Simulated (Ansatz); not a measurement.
# Lattice dynamics of PbO (model cell, started as layered BN type), part 2 of 2

The cell of PbO (model cell, started as layered BN type) is at rest. What are its phonons? After the zone centre comes a 3×3×2 q mesh on a 9×9×4 k mesh.

Ansatz 0.2.0; DFT PBEsol, scalar-relativistic, plane waves, PAW; PAW set soft_1.

So far. Step 2 (Zone-centre response): Before it was imposed, the acoustic sum rule was missed by 7.1e-5 eV/Å² and the charge sum rule by 0.058 e. The charge miss is large and points to the mesh or the basis. The lowest optical mode is imaginary, 205.0i cm⁻¹, so the energy falls along it.

The structure was built from a prototype and need not be the compound's stable phase.

## Step 3: The dispersion

Stability and thermal properties need the whole zone. Linear response on a 3×3×2 q mesh gives force constants as far as a supercell of that size would, and the tensors from the zone-centre run are typed in so that the long-range dipole term is interpolated apart.

input.yaml

```yaml
crystal:
  lattice:
    - [4.2392552545, 2.9652e-06, 0.0]
    - [-2.1196301952, 3.671301261, 0.0]
    - [0.0, 0.0, 5.2432298645]
  atoms:
    - { symbol: Pb, position: [0.3333333333, 0.6666666667, 0.25] }
    - { symbol: Pb, position: [0.6666666667, 0.3333333333, 0.75] }
    - { symbol: O, position: [0.6666666667, 0.3333333333, 0.25] }
    - { symbol: O, position: [0.3333333333, 0.6666666667, 0.75] }
kpoints:
  mp_grid: { grid: [9, 9, 4] }
hamiltonian:
  xc: pbesol
  pseudopotentials: { kind: paw, azcp: { folder: soft_1 }, xc_functional: pbe }
scf:
  occupations: { method: fixed }
output:
  eigenvalues: true
phonons:
  method: dfpt
  qmesh: [3, 3, 2]
  temperatures: { t_max: 1000, t_step: 50 }
  qpath:
    path:
      - [[0.0, 0.0, 0.0], [0.5, 0.0, 0.0], [0.33333333, 0.33333333, 0.0], [0.0, 0.0, 0.0], [0.0, 0.0, 0.5], [0.5, 0.0, 0.5], [0.33333333, 0.33333333, 0.5], [0.0, 0.0, 0.5]]
      - [[0.5, 0.0, 0.5], [0.5, 0.0, 0.0]]
      - [[0.33333333, 0.33333333, 0.5], [0.33333333, 0.33333333, 0.0]]
    npoints: 10
  non_analytic_term:
    high_frequency_dielectric_tensor: [[8.2793, 0.0, 0.0], [0.0, 8.2793, 0.0], [0.0, 0.0, 10.6815]]
    born_effective_charges:
      - { species: Pb, tensor: [[2.4159, 0.0, 0.0], [0.0, 2.4159, 0.0], [0.0, 0.0, 3.5918]] }
      - { species: Pb, tensor: [[2.4159, 0.0, 0.0], [0.0, 2.4159, 0.0], [0.0, 0.0, 3.5918]] }
      - { species: O, tensor: [[-2.4159, 0.0, 0.0], [0.0, -2.4159, 0.0], [0.0, 0.0, -3.5918]] }
      - { species: O, tensor: [[-2.4159, 0.0, 0.0], [0.0, -2.4159, 0.0], [0.0, 0.0, -3.5918]] }
    source: "zone-centre run at this cell"
```

Run with:

```sh
ansatz run input.yaml --threads 4 --pin off --max-ram 10240MiB --backend cpu --events-out ev --progress --plain --runs-dir out
```

Numbers of over 12 decimals in the logs are rounded to 6 here.

Log:

```text
Warning: phonons: the dynamical matrix that this run interpolates holds no multipole term above the dipole-dipole one, and a site of this crystal is no centre of inversion, so its interpolated transverse optical and acoustic branches and sound speeds can stay off near Gamma, and the density of states and the thermodynamics with them. What a run solves at a wave vector of phonons.qpoints, Gamma apart, where the deck admits one, is free of this, and under fd what a larger phonons.supercell samples
[...]
Crystal: 4 atoms, lattice volume = 81.603 Å³
Basis set: ecut = 420 eV, 1595 PW (Γ), exchange–correlation on 60×60×72 points (8 copies of the dense FFT grid, shifted against one another)
Bands: 24, of which v1, the nominal top of the filled ones, is band 20 counted from 1 (19 counted from 0)
Symmetry: 24 space group operations
k-points: 36 of 324
[...]
SCF iter   1: F=—  HF=-24634.821533 eV  |F-HF|=—  |Δ(HF+E_count)|=         —  Δρ=3.20e-2  dr2=1.34e0  ethr=3.10e-3  ⟨swp⟩=5.0  Hψ=3271  notcnv=0  defer=59
[...]
SCF iter  11: F=-24634.543100 eV  HF=-24634.543100 eV  |F-HF|=0.00e0  |Δ(HF+E_count)|=  5.09e-11  Δρ=6.35e-8  dr2=3.15e-12  ethr=1.00e-12  ⟨swp⟩=8.3  Hψ=5152  notcnv=0
SCF 1 converged in 11 iterations: F = -24634.543100 eV  dr2 = 3.15e-12
[...]
NSCF: frozen V_eff on 36 k-points
[...]
DFPT response loops at q = (0, 0, 0) (fractional): preconditioner auto → Resta (q_TF=auto, 2.423 Å⁻¹)  ε∞=7.1 (no band partly filled); β = 1.00, the filter's whole step (`scf.mixing.beta` (0.50) is not read by the response loops at its default; to damp them type it under 1.00, their step now; it binds the ground state too); Broyden in place of MSR1
[...]
SCF converged after 11 iterations
Free energy (F): -24634.543100 eV
[...]
Internal energy: -24634.543100 eV  (E = F + TS)
E sigma→0 (E₀):  -24634.543100 eV
Fermi energy:    8.807462 eV
[...]
--- Band table (eV; the first three rows and the last of 36) ---
  k-point 0: bands = [... 16 lower, 5.2983, 6.1487, 6.1715, 6.1715, 12.6429, 12.9015, 12.9015, 13.5961]
  k-point 1: bands = [... 16 lower, 5.4514, 6.0766, 6.0766, 6.7762, 12.1418, 12.8075, 12.8075, 13.2931]
  k-point 2: bands = [... 16 lower, 5.7929, 5.7929, 7.2590, 7.2590, 11.9917, 11.9917, 12.8660, 12.8660]
  k-point 35: bands = [... 16 lower, 6.5083, 6.5083, 8.8075, 8.8075, 10.0044, 10.0044, 11.9808, 11.9808]
--- Phonons (Γ-DFPT): 4 representative perturbations + reference (Σ response iterations 15) ---
  ASR residual: 7.365e-5 → 0.000e0 eV/Å²; symmetrization residual: 3.809e-6 eV/Å²
  ASR residual per site (eV/Å²): 2.79e-5 2.79e-5 7.36e-5 7.36e-5
[...]
--- Phonons (arbitrary-q DFPT): 6 irreducible q on the 3×3×2 mesh ---
  q = [0.0000, 0.0000, 0.0000] (star 1, of the zone-centre solve; hermiticity 1.66e-6, symmetrization 1.22e-7): -205.03 -127.48 -0.00 -0.00 0.00 57.94 57.94 102.21 217.86 217.86 247.42 247.42
  q = [0.0000, 0.0000, -0.5000] (star 1, 4 solved perturbations in 318 linear systems a pass and spin channel, the states on 123 of 324 k-point pairs; hermiticity 5.22e-7, symmetrization 1.30e-7): 44.91 44.91 44.91 44.91 87.17 87.17 246.37 246.37 246.37 246.37 292.75 292.75
[...]
sum rule: each row above includes the acoustic sum rule's correction from the zone centre's row sums; it moved no ω² by more than (1.12 cm⁻¹)²
  mesh force constants: q→R imaginary residual 0.00e0; ASR residual 7.365e-5 → 0.000e0 eV/Å²; symmetrization residual 1.066e-14 eV/Å²
  interpolated dispersion: 94 rows × 12 modes
  density of states and harmonic sums: on the 18×18×12 q-mesh, interpolated from the force constants of a 3×3×2 supercell (with the dipole–dipole term of supplied tensors)
  largest difference from the sums on the solved wave vectors: F 4.68e-2 eV, S 5.81e-5 and C_V 1.47e-5 eV/K
  zero-point energy: 0.093944 eV/cell   skipped modes (ω ≤ 0): 468, of them read as no rigid motion or as one in doubt: 465 (1.812e0 modes/cell left out, lowest -205.03 cm⁻¹)   left out of the sums: 1.51e-1 of the cell's modes: C_V's classical limit lies that fraction below 3 k_B per atom; for a crystal, a wire or a layer, F and S can be off by more, and a phonons.interpolated_qmesh denser along its periods is the remedy for the sampling
```

Elapsed: 3.9 min, on 4 threads of Arm Neoverse V1, shared host; peak memory 1.4 GiB; 15 min of CPU time.

This step gave:

```yaml
sum_rule_residual_before_enforcement: 7.36e-5 eV/Å²
lowest_frequency_on_the_path: -205.0 cm⁻¹
highest_frequency_on_the_path_or_at_a_solved_wavevector: 356.3 cm⁻¹
lowest_mode_on_the_q_mesh_acoustic_modes_at_gamma_apart: -205.0 cm⁻¹
```

Frequencies (cm⁻¹) solved at each irreducible wavevector; negative means imaginary. Frequencies by wavevector, by row:

| q in reciprocal lattice units | star | mode 1 | mode 2 | mode 3 | mode 4 | mode 10 | mode 11 | mode 12 |
| --- | --- | --- | --- | --- | --- | --- | --- | --- |
| 0 0 0 | 1 | -205 | -127.5 | 0 | 0 | 217.9 | 247.4 | 247.4 |
| 0 0 -0.5 | 1 | 44.9 | 44.9 | 44.9 | 44.9 | 246.4 | 292.8 | 292.8 |
| 0 0.3333 0 | 6 | -190.3 | -110.1 | -58.6 | 29.1 | 172.2 | 276.8 | 313.6 |
| 0 0.3333 -0.5 | 6 | 37.9 | 37.9 | 47.7 | 47.7 | 232.6 | 342.3 | 342.3 |
| 0.3333 0.3333 0 | 2 | -178.9 | -147.9 | -147.9 | -94.3 | 107.7 | 314 | 314 |
| 0.3333 0.3333 -0.5 | 2 | -116.6 | -116.6 | 40.6 | 40.6 | 244.2 | 356.3 | 356.3 |

Interpolated from a 3×3×2 q mesh, with the LO-TO term (at Γ the limit along the path; where Γ stands inside the path, tables give the limit on arrival). The phonon branches at the labelled points (cm⁻¹):

| point | branch 1 | branch 2 | branch 3 | branch 4 | branch 9 | branch 10 | branch 11 | branch 12 |
| --- | --- | --- | --- | --- | --- | --- | --- | --- |
| Γ | -205 | -128 | 0 | 0 | 218 | 218 | 247 | 344 |
| halfway | -198 | -112 | -31 | 36 | 154 | 203 | 263 | 322 |
| M | -178 | -117 | -105 | 17 | 114 | 127 | 278 | 313 |
| halfway | -170 | -148 | -125 | -47 | 106 | 112 | 296 | 317 |
| K | -179 | -148 | -148 | -94 | 108 | 108 | 314 | 314 |
| halfway | -194 | -111 | -33 | -18 | 135 | 183 | 272 | 320 |
| Γ | -205 | -128 | 0 | 0 | 218 | 218 | 247 | 344 |
| halfway | -25 | 26 | 26 | 55 | 229 | 250 | 250 | 309 |
| A | 45 | 45 | 45 | 45 | 246 | 246 | 293 | 293 |
| halfway | 40 | 40 | 51 | 51 | 232 | 232 | 331 | 331 |
| L | 29 | 29 | 43 | 43 | 234 | 234 | 351 | 351 |
| halfway | -73 | -73 | 45 | 45 | 240 | 240 | 354 | 354 |
| H | -117 | -117 | 41 | 41 | 244 | 244 | 356 | 356 |
| halfway | 28 | 28 | 57 | 57 | 234 | 234 | 338 | 338 |
| A | 45 | 45 | 45 | 45 | 246 | 246 | 293 | 293 |
| jump to L | 29 | 29 | 43 | 43 | 234 | 234 | 351 | 351 |
| halfway | -75 | 29 | 37 | 50 | 132 | 172 | 305 | 328 |
| M | -178 | -117 | -105 | 17 | 114 | 127 | 278 | 313 |
| jump to H | -117 | -117 | 41 | 41 | 244 | 244 | 356 | 356 |
| halfway | -160 | -93 | 45 | 45 | 157 | 157 | 329 | 329 |
| K | -179 | -148 | -148 | -94 | 108 | 108 | 314 | 314 |

The phonon density of states has structure finer than the step of the table below, so its rows give means over 20 cm⁻¹, whole bins alone (the curve runs from -208 to 358 cm⁻¹). Peaks (cm⁻¹: height): 52.5: 0.0777, 102.5: 0.0849, 232.5: 0.0445, 317.5: 0.0445.

Tetrahedra on a 18×18×12 mesh, mean over bins of 5 cm-1. Interpolated from a 3×3×2 q mesh. Table of phonon density of states by wavenumber; means over each step:

| wavenumber (cm⁻¹) | phonon density of states (1/cm⁻¹/cell) |
| --- | --- |
| -180 | 0.00493 |
| -160 | 0.00652 |
| -140 | 0.00628 |
| -120 | 0.00841 |
| -100 | 0.0131 |
| -80 | 0.0126 |
| -60 | 0.0108 |
| -40 | 0.0105 |
| -20 | 0.0114 |
| 0 | 0.0123 |
| 20 | 0.0250 |
| 40 | 0.0572 |
| 60 | 0.0382 |
| 80 | 0.0339 |
| 100 | 0.0745 |
| 120 | 0.0615 |
| 140 | 0.0192 |
| 160 | 0.0148 |
| 180 | 0.0164 |
| 200 | 0.0170 |
| 220 | 0.0249 |
| 240 | 0.0216 |
| 260 | 0.00460 |
| 280 | 0.0101 |
| 300 | 0.0138 |
| 320 | 0.0354 |
| 340 | 0.0285 |

The partial phonon density of states has structure finer than the step of the table below, so its rows give means over 10 cm⁻¹, whole bins alone (the curve runs from -215 to 376 cm⁻¹). Peaks (cm⁻¹: height): O -85.0: 0.0144, 123.0: 0.0159, 149.0: 0.0187, 182.4: 0.0208, 204.7: 0.0212, 234.4: 0.0326, 323.6: 0.0377; Pb 52.4: 0.0678, 100.7: 0.0717.

Phonopy on the run's constants, 15x15x11 mesh, Gaussian sigma 4.2 cm-1. Interpolated from a 3×3×2 q mesh. The partial phonon density of states by wavenumber; means over each step; values in 1/cm⁻¹/cell:

| wavenumber (cm⁻¹) | O | Pb |
| --- | --- | --- |
| -210 | 5.6e-4 | 2.0e-5 |
| -200 | 0.00197 | 6.4e-5 |
| -190 | 0.00330 | 1.2e-4 |
| -180 | 0.00612 | 2.1e-4 |
| -170 | 0.00635 | 1.8e-4 |
| -160 | 0.00655 | 1.8e-4 |
| -150 | 0.00614 | 1.5e-4 |
| -140 | 0.00450 | 1.1e-4 |
| -130 | 0.00596 | 2.7e-4 |
| -120 | 0.0100 | 7.6e-4 |
| -110 | 0.0112 | 9.3e-4 |
| -100 | 0.00898 | 8.8e-4 |
| -90 | 0.0113 | 0.00160 |
| -80 | 0.0131 | 0.00257 |
| -70 | 0.0104 | 0.00301 |
| -60 | 0.00827 | 0.00319 |
| -50 | 0.00593 | 0.00366 |
| -40 | 0.00402 | 0.00436 |
| -30 | 0.00508 | 0.00796 |
| -20 | 0.00351 | 0.00874 |
| -10 | 0.00183 | 0.00694 |
| 0 | 5.4e-4 | 0.00262 |
| 10 | 0.00176 | 0.00780 |
| 20 | 0.00442 | 0.0215 |
| 30 | 0.00582 | 0.0389 |
| 40 | 0.00565 | 0.0525 |
| 50 | 0.00607 | 0.0646 |
| 60 | 0.00326 | 0.0358 |
| 70 | 0.00153 | 0.0160 |
| 80 | 0.00340 | 0.0332 |
| 90 | 0.00475 | 0.0477 |
| 100 | 0.00720 | 0.0675 |
| 110 | 0.0103 | 0.0664 |
| 120 | 0.0148 | 0.0534 |
| 130 | 0.0116 | 0.0208 |
| 140 | 0.0102 | 0.00415 |
| 150 | 0.0173 | 0.00468 |
| 160 | 0.0108 | 0.00250 |
| 170 | 0.00811 | 0.00153 |
| 180 | 0.0166 | 0.00185 |
| 190 | 0.0143 | 0.00128 |
| 200 | 0.0154 | 0.00126 |
| 210 | 0.0181 | 0.00123 |
| 220 | 0.0230 | 0.00105 |
| 230 | 0.0305 | 0.00112 |
| 240 | 0.0235 | 8.7e-4 |
| 250 | 0.00752 | 4.0e-4 |
| 260 | 0.00421 | 1.7e-4 |
| 270 | 0.00569 | 1.5e-4 |
| 280 | 0.0106 | 1.6e-4 |
| 290 | 0.0130 | 1.4e-4 |
| 300 | 0.0130 | 1.3e-4 |
| 310 | 0.0212 | 3.0e-4 |
| 320 | 0.0358 | 8.0e-4 |
| 330 | 0.0354 | 9.1e-4 |
| 340 | 0.0264 | 4.0e-4 |
| 350 | 0.0190 | 1.2e-4 |
| 360 | 0.00396 | 1.1e-5 |
| 370 | 5.0e-5 | 0 |

Symmetry leaves 6 wavevectors to solve. The lowest mode among them, the acoustic zeros apart, lies at Γ and is imaginary, 205.0i cm⁻¹, so the energy falls along it.

## Step 4: Isotope substitution, element O, natural mass 15.999 amu

An isotope changes the mass and not the force constants, so no new electronic calculation is needed; the shifts show which modes move this element.

The same force constants with the mass of O changed from 15.999 to 17.999 u (phonopy, no LO-TO term). Both lists are sorted by frequency; levels can cross, so a row need not hold one and the same mode. Modes under 3 cm⁻¹ are left out. Isotope shifts, by row, the first 40 of 45 rows:

| q | rank | natural mass (cm⁻¹) | changed mass (cm⁻¹) |
| --- | --- | --- | --- |
| 0 0 0 | 1 | -205 | -193.7 |
| 0 0 0 | 2 | -127.5 | -120.7 |
| 0 0 0 | 6 | 57.94 | 57.59 |
| 0 0 0 | 7 | 57.94 | 57.59 |
| 0 0 0 | 8 | 102.2 | 102 |
| 0 0 0 | 9 | 217.9 | 206.7 |
| 0 0 0 | 10 | 217.9 | 206.7 |
| 0 0 0 | 11 | 247.4 | 234.3 |
| 0 0 0 | 12 | 247.4 | 234.3 |
| 0 0 -0.5 | 1 | 44.91 | 44.71 |
| 0 0 -0.5 | 2 | 44.91 | 44.71 |
| 0 0 -0.5 | 3 | 44.91 | 44.71 |
| 0 0 -0.5 | 4 | 44.91 | 44.71 |
| 0 0 -0.5 | 5 | 87.17 | 87 |
| 0 0 -0.5 | 6 | 87.17 | 87 |
| 0 0 -0.5 | 7 | 246.4 | 233.3 |
| 0 0 -0.5 | 8 | 246.4 | 233.3 |
| 0 0 -0.5 | 9 | 246.4 | 233.3 |
| 0 0 -0.5 | 10 | 246.4 | 233.3 |
| 0 0 -0.5 | 11 | 292.8 | 276.5 |
| 0 0 -0.5 | 12 | 292.8 | 276.5 |
| 0 0.3333 0 | 1 | -190.3 | -179.7 |
| 0 0.3333 0 | 2 | -110.1 | -104.3 |
| 0 0.3333 0 | 3 | -58.56 | -56.68 |
| 0 0.3333 0 | 4 | 29.11 | 28.67 |
| 0 0.3333 0 | 5 | 45.2 | 44.97 |
| 0 0.3333 0 | 6 | 87.33 | 87.19 |
| 0 0.3333 0 | 7 | 87.68 | 87.47 |
| 0 0.3333 0 | 8 | 105.8 | 105.8 |
| 0 0.3333 0 | 9 | 118.3 | 115.9 |
| 0 0.3333 0 | 10 | 172.2 | 163.9 |
| 0 0.3333 0 | 11 | 276.8 | 261.1 |
| 0 0.3333 0 | 12 | 313.6 | 296.4 |
| 0 0.3333 -0.5 | 1 | 37.91 | 37.43 |
| 0 0.3333 -0.5 | 2 | 37.91 | 37.43 |
| 0 0.3333 -0.5 | 3 | 47.7 | 47.68 |
| 0 0.3333 -0.5 | 4 | 47.7 | 47.68 |
| 0 0.3333 -0.5 | 5 | 114.8 | 114.6 |
| 0 0.3333 -0.5 | 6 | 114.8 | 114.6 |
| 0 0.3333 -0.5 | 7 | 160.9 | 153.7 |

A mode of this element alone would shift by -5.72 %. The highest zone-centre frequency without the field goes from 247.4 to 234.3 cm⁻¹ (-5.3 %).

## Step 5: Another isotope, element Pb, natural mass 207.2 amu

The same for Pb, from 207.20 to 203.97 u.

The same force constants with the mass of Pb changed from 207.200 to 203.973 u (phonopy, no LO-TO term). Both lists are sorted by frequency; levels can cross, so a row need not hold one and the same mode. Modes under 3 cm⁻¹ are left out. Isotope shifts, by row, the first 40 of 45 rows:

| q | rank | natural mass (cm⁻¹) | changed mass (cm⁻¹) |
| --- | --- | --- | --- |
| 0 0 0 | 1 | -205 | -205.1 |
| 0 0 0 | 2 | -127.5 | -127.5 |
| 0 0 0 | 6 | 57.94 | 58.36 |
| 0 0 0 | 7 | 57.94 | 58.36 |
| 0 0 0 | 8 | 102.2 | 103 |
| 0 0 0 | 9 | 217.9 | 218 |
| 0 0 0 | 10 | 217.9 | 218 |
| 0 0 0 | 11 | 247.4 | 247.6 |
| 0 0 0 | 12 | 247.4 | 247.6 |
| 0 0 -0.5 | 1 | 44.91 | 45.24 |
| 0 0 -0.5 | 2 | 44.91 | 45.24 |
| 0 0 -0.5 | 3 | 44.91 | 45.24 |
| 0 0 -0.5 | 4 | 44.91 | 45.24 |
| 0 0 -0.5 | 5 | 87.17 | 87.83 |
| 0 0 -0.5 | 6 | 87.17 | 87.83 |
| 0 0 -0.5 | 7 | 246.4 | 246.5 |
| 0 0 -0.5 | 8 | 246.4 | 246.5 |
| 0 0 -0.5 | 9 | 246.4 | 246.5 |
| 0 0 -0.5 | 10 | 246.4 | 246.5 |
| 0 0 -0.5 | 11 | 292.8 | 292.8 |
| 0 0 -0.5 | 12 | 292.8 | 292.8 |
| 0 0.3333 0 | 1 | -190.3 | -190.3 |
| 0 0.3333 0 | 2 | -110.1 | -110.2 |
| 0 0.3333 0 | 3 | -58.56 | -58.77 |
| 0 0.3333 0 | 4 | 29.11 | 29.28 |
| 0 0.3333 0 | 5 | 45.2 | 45.53 |
| 0 0.3333 0 | 6 | 87.33 | 88 |
| 0 0.3333 0 | 7 | 87.68 | 88.34 |
| 0 0.3333 0 | 8 | 105.8 | 106.7 |
| 0 0.3333 0 | 9 | 118.3 | 118.9 |
| 0 0.3333 0 | 10 | 172.2 | 172.4 |
| 0 0.3333 0 | 11 | 276.8 | 276.8 |
| 0 0.3333 0 | 12 | 313.6 | 313.7 |
| 0 0.3333 -0.5 | 1 | 37.91 | 38.15 |
| 0 0.3333 -0.5 | 2 | 37.91 | 38.15 |
| 0 0.3333 -0.5 | 3 | 47.7 | 48.07 |
| 0 0.3333 -0.5 | 4 | 47.7 | 48.07 |
| 0 0.3333 -0.5 | 5 | 114.8 | 115.7 |
| 0 0.3333 -0.5 | 6 | 114.8 | 115.7 |
| 0 0.3333 -0.5 | 7 | 160.9 | 161.2 |

A mode of this element alone would shift by +0.79 %. The highest zone-centre frequency without the field goes from 247.4 to 247.6 cm⁻¹ (+0.1 %).

## Step 6: What came out

```json
{
  "space group (within 0.01 Å)": "P6_3/mmc",
  "volume per atom": "20.4 Å³",
  "gap on the k-mesh": "1.20 eV",
  "highest optical mode at the zone centre (no LO-TO term)": "247 cm⁻¹",
  "top of the zone-centre spectrum with the field": "344 cm⁻¹",
  "lowest optical zone-centre mode": "-205 cm⁻¹",
  "mean high-frequency dielectric constant": "9.08",
  "largest Born charge (third of the trace)": "2.81 e",
  "lowest mode on the q mesh (acoustic modes at Γ apart)": "-205 cm⁻¹",
  "highest frequency on the path or at a solved wavevector": "356 cm⁻¹",
  "imaginary modes on the 3×3×2 q mesh": "yes"
}
```

In words: Modes are clearly imaginary (beyond 10i cm⁻¹) at 4 of the 6 irreducible wavevectors, most at Γ (205.0i cm⁻¹), so this structure is not a minimum of the energy. Without the field, the optical modes at Γ span -205 to 247 cm⁻¹ (negative means imaginary). The highest mode in this list at Γ, 247.4 cm⁻¹, is mostly motion of O (93 % of the kinetic energy). With the macroscopic field of the longitudinal modes the top of the zone-centre spectrum lies at 344 cm⁻¹, against 247 cm⁻¹ without it. Among the real modes, the strongest infrared line is at 247 cm⁻¹. Averaged over orientations, the strongest Raman line at 532 nm and 300 K is at 218 cm⁻¹. The tensors are the static, non-resonant ones, while 532 nm light (2.33 eV) lies above the computed gap. With the field response the log warns that the k mesh is coarse for the force constants too, so the frequencies may not be converged. The program warns that the interpolation holds no quadrupole term, so branches close to Γ can be off in this crystal. Spin-orbit coupling is left out, which can matter for the heavy elements here. The PAW files were made for PBE and serve the other functionals too. The starting cell was built on a prototype and not taken from a measurement, so the phase need not exist. These are harmonic frequencies at zero temperature: anharmonic shifts, linewidths and thermal expansion are left out.

[Logs are printed without paths, hosts, clocks, repeated set-up lines and the standing remarks that a program may print on its own settings, such as how far it seeks lower states.]

[Hosts, paths, dates, database ids (printed as entryN), source tags and the programs' standing remarks are cut or masked in the printed files.]
